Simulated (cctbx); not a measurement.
## Lattice, Laue class and space group of a new crystal

Cell: a = 11.3280 Å, b = 11.3280 Å, c = 11.3280 Å, α = 90.00°, β = 90.00°, γ = 90.00°. Expected content of the cell: Pb4 Ni32 Si24 Mg24 Be32.

Simulated single-crystal data (cctbx): Mo Kα, λ = 0.71073 Å, to d = 0.8 Å, 80 % of the full sphere, strongest reflection 5000 counts, noise from counting, a 1.5 % proportional error and a noise floor of 2 counts (s.d.); no absorption.

Tests on the unmerged data give:

```text
9493 reflections to d = 0.801 A
centring   violations  <I/sigma> of those
    A          0 of  4770     -0.0
    B          0 of  4722      0.0
    C          0 of  4756     -0.0
    I        935 of  4714      2.9
    R       1126 of  6319      2.3
    F          0 of  7124     -0.0
Laue class    unique    Rint  (classes that these axes allow; Friedel mates merged)
F m m m           436   0.038
F m -3            151   0.040
F m -3 m          106   0.040
space group    extra absences  I>4sigma  <I/sigma>
F 4 3 2                 0          0         -  acentric
F -4 3 m                0          0         -  acentric
F m -3 m                0          0         -  centric
Wilson B = 1.19 A^2   <|E^2-1|> = 0.749 (0.968 centric, 0.736 acentric)   E^2>4: 0.0 %
shell (A)         n   <I/sigma>
 6.54 - 1.60     19     58.9
 1.60 - 1.27     15     52.9
 1.27 - 1.11     14     60.1
 1.11 - 1.01     10     60.0
 1.01 - 0.94     13     52.4
 0.94 - 0.88     12     45.1
 0.88 - 0.84     12     58.7
 0.84 - 0.80     11     29.9
```

**Question.** What are the lattice type, the Laue class and the likely space group?

The reflections that A, B, C and F centring forbids are absent (⟨I/σ⟩ near 0), so the lattice is F. F holds A, B and C together.

Rint stays low (0.038 to 0.040) up to F m -3 m, the highest class in these axes.

3 settings pass the absence test. No glide or screw absences show, which leaves F 4 3 2, F -4 3 m and F m -3 m.

⟨|E²−1|⟩ = 0.749 leans to a non-centrosymmetric structure. Here that hint misleads: the statistic assumes many like atoms on general positions, and few, heavy or special-position atoms break it. The Wilson B of 1.19 Å² means U ≈ 0.0151 Å².

The true group is Fm-3m (no. 225), Laue class m-3m, centrosymmetric. The tables only narrow the choice to the tied entries; cell content, site symmetry and trial solutions must settle it.

The model was made for the exercise: a known structure type with other elements put in, its volume estimated, not relaxed; displacement parameters are assumed.

[Logs are printed without paths, hosts, clocks, repeated set-up lines and the standing remarks that a program may print on its own settings, such as how far it seeks lower states.]
